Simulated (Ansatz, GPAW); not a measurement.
# BaSO (model structure): optical spectrum from first principles

Aim: the dielectric function of BaSO (model structure), and the optical constants that follow from it. The cell was made here by substitution or stacking, whether or not such a phase is known. It was built so: 1 of the 2 O atoms of the cell replaced by S in the I4/mmm structure of BaO2. The cell is first relaxed with Ansatz.

Main program and level: GPAW 26.7.0; DFT, LDA, plane-wave PAW (GPAW data sets), scalar-relativistic, RPA, optical limit.

Most raw output is cut from this account.

**1. The starting structure**

It takes space group I4mm (No. 107, tetragonal). The conventional cell has a = 4.186 Å, b = 4.186 Å, c = 7.464 Å, α = 90.00°, β = 90.00°, γ = 90.00°. Nearest to Ba lie 5 O at 2.92 to 3.07 Å and 5 S at 2.92 to 3.07 Å. Nearest to S lie 1 O at 1.63 Å. Nearest to O lie 1 S at 1.63 Å and 5 Ba at 2.92 to 3.07 Å. 1 of the 2 O atoms of the cell replaced by S in the I4/mmm structure of BaO2. Farther neighbours and most contacts between anions are not listed.

**2. Relaxation**

The structure was built or cut out here, so it is relaxed before any spectrum is computed.

This step: DFT, LDA, plane-wave PAW, default files, scalar-relativistic, relaxation (Ansatz 0.2.0).

Input file input.yaml:

```yaml
crystal:
  lattice:
    - [-2.09307112, 2.09307112, 3.73213697]
    - [2.09307112, -2.09307112, 3.73213697]
    - [2.09307112, 2.09307112, -3.73213697]
  atoms:
    - { symbol: Ba, position: [0.0, 0.0, 0.0] }
    - { symbol: S, position: [0.6093, 0.6093, 0.0] }
    - { symbol: O, position: [0.3907, 0.3907, 0.0] }
kpoints:
  mp_grid: { grid: [8, 8, 8] }
scf:
  occupations: { method: fermi_dirac, width: 0.05 }
hamiltonian:
  xc: lda
output:
  forces: true
  stress: true
  write_density: true
  write_potential: true
  elf: true
  volumetric_format: npy
relax:
  f_tol: 0.02
  max_steps: 50
  cell: {}
```

Started as:

```console
$ ansatz run input.yaml --threads 1 --pin off --max-ram 4096MiB --backend cpu --events-out ev --progress --plain --runs-dir out
```

It took 34 s on 1 thread of Intel Xeon 6975P-C (Granite Rapids), shared host; peak memory 0.46 GiB.

Relaxation path:

```csv
step,energy less that of the first step (eV),largest force component (eV/Å),pressure (GPa),volume (Å³)
1,0.0000,0.8850,-1.45,65.40
2,-0.0137,0.5837,4.70,59.17
3,-0.0605,0.4797,0.61,62.62
4,-0.0695,0.1701,-0.02,63.14
5,-0.0794,0.3085,0.16,63.81
6,-0.0819,0.0292,-0.19,64.14
7,-0.0825,0.0021,0.00,63.93
8*,-0.0821,0.0020,-0.02,63.93
9,-0.0821,0.0069,0.00,63.93
10*,-0.0821,0.0069,0.00,63.93
```

Relaxation steps marked * repeat the geometry before them on a plane-wave basis chosen anew for their cell, so energy and pressure can jump there.

Forces are held to the 8 operations that the run works with; a distortion that breaks them can't arise in this run.

```csv
"conventional cell, symmetrised",before,after,change
a (Å),4.186,4.227,+1.0 %
b (Å),4.186,4.227,+1.0 %
c (Å),7.464,7.155,-4.1 %
volume (Å³/atom),21.80,21.31,-2.2 %
```

The atoms that moved most (Å, as changes of fractional coordinates times the final cell):

```csv
atom,dx,dy,dz,length
Ba1,0.000,0.000,0.160,0.160
O3,0.000,0.000,-0.126,0.126
S2,0.000,0.000,-0.034,0.034
```

The relaxed structure:

```cif
data_structure
_symmetry_space_group_name_H-M 'P 1'
_symmetry_Int_Tables_number 1
_cell_length_a 4.6620
_cell_length_b 4.6620
_cell_length_c 4.6620
_cell_angle_alpha 126.077
_cell_angle_beta 126.077
_cell_angle_gamma 79.761
_cell_volume 63.93
loop_
_atom_site_label
_atom_site_type_symbol
_atom_site_fract_x
_atom_site_fract_y
_atom_site_fract_z
_atom_site_occupancy
Ba1 Ba 0.02242 0.02242 0.00000 1
S2 S 0.60450 0.60450 0.00000 1
O3 O 0.37308 0.37308 0.00000 1
```

The relaxation ends with a largest force component of 0.0069 eV/Å and a pressure of 0.00 GPa.

**3. Ground state**

The self-consistent density comes first; it also tells whether there is a gap, which decides the occupations and the need for a Drude term.

This step: DFT, LDA, plane-wave PAW (GPAW data sets), scalar-relativistic, ground state (GPAW 26.7.0).

Input file gs.py:

```python
from ase import Atoms
from ase.dft.bandgap import bandgap
from gpaw import GPAW, PW, FermiDirac

atoms = Atoms(['Ba', 'S', 'O'],
              cell=[[-2.113706184500, 2.113706184500, 3.577545586300],
                    [2.113706184500, -2.113706184500, 3.577545586300],
                    [2.113706184500, 2.113706184500, -3.577545586300]],
              scaled_positions=[[0.022424980200, 0.022424980200, 1.000000000000],
                                [0.604499062700, 0.604499062700, 1.000000000000],
                                [0.373075957100, 0.373075957100, 0.000000000000]],
              pbc=[True, True, True])
atoms.calc = GPAW(mode=PW(450), xc='LDA', kpts={'size': (8, 8, 8), 'gamma': True},
                  occupations=FermiDirac(0.05), maxiter=150, txt='gs.txt')
print('energy (eV)', atoms.get_potential_energy())
print('Fermi level (eV)', atoms.calc.get_fermi_level())
print('valence electrons', atoms.calc.get_number_of_electrons())
print('gap (eV)', bandgap(atoms.calc, output=None)[0])
print('direct gap (eV)', bandgap(atoms.calc, direct=True, output=None)[0])
atoms.calc.write('gs.gpw')
```

Started as:

```console
$ OMP_NUM_THREADS=1 python gs.py
```

It took 13 s on 1 thread; peak memory 0.17 GiB.

Read-outs, printed or worked out from the files:

| Item | Value |
| --- | --- |
| energy | -16.95 eV |
| Fermi energy | 7.479 eV |
| gap on the k-mesh | 1.029 eV |
| direct gap on the mesh | 1.176 eV |
| electrons | 22 |

There is a gap, 1.03 eV on this mesh (points off the mesh can give less), so no carriers' term is needed.

**4. Bands for the response**

At the fixed density, many empty bands are solved on the mesh of the response, since the spectrum sums over them.

This step: DFT, LDA, plane-wave PAW (GPAW data sets), scalar-relativistic, bands at fixed density (GPAW 26.7.0).

Input file nscf.py:

```python
from ase.dft.bandgap import bandgap
from gpaw import GPAW, FermiDirac

calc = GPAW('gs.gpw').fixed_density(kpts={'size': (12, 12, 12), 'gamma': True}, nbands=49, convergence={'bands': 43},
                                    occupations=FermiDirac(0.001), txt='nscf.txt')
print('gap (eV)', bandgap(calc, output=None)[0])
print('direct gap (eV)', bandgap(calc, direct=True, output=None)[0])
print('top band over the Fermi level (eV)', min(calc.get_eigenvalues(kpt=k)[42] for k in range(len(calc.get_ibz_k_points()))) - calc.get_fermi_level())
calc.write('full.gpw', mode='all')
```

Started as:

```console
$ OMP_NUM_THREADS=1 python nscf.py
```

The job ended after 2.3 min (1 thread; peak memory 0.39 GiB).

Read-outs, printed or worked out from the files:

```
gap on the k-mesh      : 0.6142 eV
direct gap on the mesh : 0.6142 eV
```

**5. Dielectric function, RPA**

Local fields let the induced charge screen the field inside the cell, which as a rule lowers ε, most along directions where the density is uneven.

This step: DFT, LDA, plane-wave PAW (GPAW data sets), scalar-relativistic, RPA, optical limit (GPAW 26.7.0).

Input file df.py:

```python
from gpaw.response.df import DielectricFunction

df = DielectricFunction('full.gpw', frequencies={'type': 'nonlinear', 'domega0': 0.03, 'omega2': 8},
                        ecut=50,
                        eta=0.15,
                        nbands=43,
                        txt='df.txt')
for direction in ['x', 'z']:
    df.get_dielectric_function(xc='RPA', direction=direction, filename=f'df_{direction}.csv')
```

Started as:

```console
$ OMP_NUM_THREADS=1 python df.py
```

Elapsed: 22 s, on 1 thread; peak memory 0.36 GiB.

Numbers from this step:

* electronic dielectric constant ε∞, mean over x, y and z (by symmetry where fewer were run): 5.024

Some rows of df_x.csv (energy; Re and Im without local fields; Re and Im with them):

```text
0.000000, 5.762179, -0.000000, 5.115743, -0.000000
0.555532, 5.979776, 0.348068, 5.308258, 0.315549
1.143969, 5.569429, 0.814411, 4.924777, 0.712962
1.768324, 5.582324, 0.839704, 4.930969, 0.707273
2.431988, 5.887541, 1.302675, 5.255736, 1.148813
3.138794, 5.358996, 1.726937, 4.684646, 1.609607
3.893091, 5.816660, 1.437195, 4.915535, 1.212990
4.699832, 8.412041, 3.717930, 7.070561, 2.587842
5.564682, 3.753251, 7.122796, 4.113599, 5.826533
6.494155, 0.596990, 5.326285, 1.035867, 5.131729
7.495775, 0.242749, 2.158087, 0.056562, 2.279803
8.578281, 2.030368, 2.726850, 1.656687, 2.418270
9.751884, 1.491770, 2.843152, 1.221769, 2.469106
11.028587, 0.050458, 2.781828, 0.068108, 2.533432
12.422601, 0.801105, 1.374864, 0.492855, 1.177473
13.950874, 1.595373, 1.934513, 0.994339, 1.213907
15.633783, 0.723518, 2.321467, 0.821647, 1.340916
17.496047, 0.256730, 2.391156, 0.882234, 1.097590
19.567954, -0.489272, 1.525853, 0.763240, 1.389285
```

Sum at mesh points, not converged in k; values under the direct gap are tails of Lorentzian lines. Im ε against photon energy; read off at these points:

```csv
photon energy (eV),E ∥ x,E ∥ z
0.00,0,0
0.50,0.237,0.0208
1.00,0.642,0.0768
1.50,0.670,0.142
2.00,0.720,0.248
2.50,1.21,0.593
2.90,1.78,1.15
3.00,1.70,1.25
3.50,1.47,0.854
4.00,1.19,0.589
4.50,1.62,0.820
5.00,4.45,3.42
5.42,6.06,6.92
5.50,5.96,6.76
6.00,6.16,6.06
6.07,6.18,5.79
6.50,5.13,5.43
6.93,4.12,7.99
7.00,3.95,7.86
7.50,2.27,5.62
8.00,1.64,4.04
8.50,2.37,2.91
9.00,2.48,2.92
9.50,2.75,3.26
10.00,2.81,3.23
10.50,2.66,3.07
11.00,2.56,2.87
11.50,1.56,2.45
12.00,1.41,2.26
12.50,1.18,1.88
13.00,1.05,1.78
13.50,1.09,1.59
14.00,1.24,1.71
14.50,1.27,1.78
15.00,1.25,1.53
15.50,1.36,1.32
16.00,1.27,1.07
16.50,1.14,1.06
17.00,1.22,1.06
17.50,1.10,1.09
18.00,1.19,1.06
18.50,1.27,1.05
19.00,1.35,1.69
19.50,1.39,1.47
```

Sum at mesh points, not converged in k. Reflectivity at normal incidence against photon energy; read off at these points:

```csv
photon energy (eV),E ∥ x (%),E ∥ z (%)
0.00,15.0,14.1
0.50,15.5,14.2
1.00,14.8,14.5
1.50,14.8,15.0
2.00,15.0,15.6
2.50,16.1,16.8
2.70,16.6,17.1
3.00,15.4,16.8
3.50,14.7,15.5
4.00,15.5,17.6
4.50,19.9,21.2
5.00,25.1,27.9
5.27,26.5,30.4
5.50,26.7,29.3
6.00,28.0,27.1
6.23,29.3,24.6
6.50,27.6,25.2
7.00,27.6,33.9
7.50,20.4,33.2
8.00,8.99,29.1
8.50,12.6,21.8
9.00,13.8,17.3
9.50,16.0,19.9
10.00,16.6,21.1
10.50,17.9,20.7
11.00,21.2,22.4
11.18,23.0,22.3
11.50,17.7,22.4
12.00,12.8,19.7
12.50,9.05,19.5
13.00,6.59,17.7
13.50,5.81,13.0
14.00,6.47,15.3
14.50,6.92,15.2
15.00,6.75,17.5
15.50,8.05,16.9
15.63,8.07,16.5
16.00,7.89,12.9
16.50,6.34,10.2
17.00,7.25,9.30
17.50,5.89,8.42
18.00,6.34,8.07
18.50,6.88,6.62
19.00,7.85,10.8
19.50,8.78,19.5
```

Sum at mesh points, not converged in k; values under the direct gap are tails of Lorentzian lines. The Im ε, E ∥ x by photon energy; read off at these points:

```csv
photon energy (eV),without local fields,with local fields
0.0,0,0
1.0,0.727,0.642
2.0,0.860,0.720
3.0,1.84,1.70
4.0,1.41,1.19
5.0,6.08,4.45
5.4,7.62,6.03
6.0,6.90,6.16
7.0,3.88,3.95
8.0,1.66,1.64
9.0,2.82,2.48
10.0,3.25,2.81
11.0,2.83,2.56
12.0,1.63,1.41
13.0,1.29,1.05
14.0,1.98,1.24
15.0,2.41,1.25
15.1,2.51,1.29
16.0,2.26,1.27
17.0,2.31,1.22
18.0,2.33,1.19
19.0,1.76,1.35
```

The loss function −Im 1/ε at q → 0 has structure finer than the step of the table below, so its rows give means over 1 eV, whole bins alone (the curve runs from 0 to 19.9 eV). Peaks (eV: height): E ∥ x 7.7: 0.501, 12.3: 0.738, 16.2: 0.602; E ∥ z 15.9: 0.906.

Sum at mesh points, not converged in k; values under the direct gap are tails of Lorentzian lines. Loss function −Im 1/ε at q → 0 against energy loss; means over each step:

```csv
energy loss (eV),E ∥ x,E ∥ z
1,0.0231,0.00302
2,0.0313,0.00986
3,0.0604,0.0339
4,0.0456,0.0189
5,0.0686,0.0400
6,0.141,0.111
7,0.273,0.127
8,0.391,0.251
9,0.291,0.307
10,0.324,0.303
11,0.435,0.349
12,0.691,0.457
13,0.640,0.576
14,0.506,0.563
15,0.507,0.640
16,0.571,0.856
17,0.567,0.799
18,0.520,0.729
19,0.521,0.543
```

Optical constants at common wavelengths, from n + ik = √ε:

```csv
wavelength (nm),n x,k x,R (%) x,1/α x,n z,k z,R (%) z,1/α z
1064,2.22,0.160,14.6,530 nm,2.24,0.025,14.6,3.3 µm
633,2.24,0.161,14.8,313 nm,2.30,0.051,15.6,984 nm
532,2.30,0.220,15.9,192 nm,2.36,0.089,16.4,474 nm
450,2.31,0.358,16.6,100 nm,2.39,0.199,17.1,180 nm
405,2.20,0.373,15.2,86 nm,2.34,0.272,16.6,118 nm
308,2.27,0.259,15.6,95 nm,2.45,0.122,17.8,201 nm
193,1.79,1.466,27.9,10 nm,2.34,1.101,24.4,14 nm
```

Below the direct gap, k and the depth come from the tails of the Lorentzian lines, not from transitions.

Rows near the edge hang on the gap, which this functional as a rule makes too small, and phonon-assisted absorption is left out.

**6. Results**

```
electronic dielectric constant ε∞, mean over x, y and z (by symmetry where fewer were run) (RPA) : 5.02
```

What this shows: At this level (LDA, RPA) BaSO has a mean ε∞ = 5.02 and n = 2.28 at 1550 nm (E ∥ x). The cell shrank by 2.2 % in volume. On the mesh the gap is 0.61 eV and the least direct gap 0.61 eV. Local fields change the static value along x from 5.76 to 5.12 (-11 %). The static values by axis are 5.12 (x), 4.84 (z). Excitons and phonon-assisted transitions are missing; LDA gaps are as a rule too small, which pulls the onset down and ε∞ up. Spin-orbit coupling is left out although heavy atoms are present. In this version of GPAW the matrix elements of the optical limit are incomplete, which can lower ε − 1 by up to a tenth where first-row anions or d states rule, and shift it by more in d metals. The sum runs over mesh points 0.18 Å⁻¹ apart with no interpolation, so peaks are partly noise of the mesh; over so small a direct gap single mesh points weigh heavily, so ε∞, n and their changes from run to run can be far off. Besides steps told in other documents, this task had 1 run with a known fault of program or setting; those not told in a step above aren't shown.

[Machine, clock and banner lines and Python warnings are left out of the logs.]

[Logs are printed without paths, hosts, clocks, repeated set-up lines and the standing remarks that a program may print on its own settings, such as how far it seeks lower states.]

[Hosts, paths, dates, database ids (printed as entryN), source tags and the programs' standing remarks are cut or masked in the printed files.]
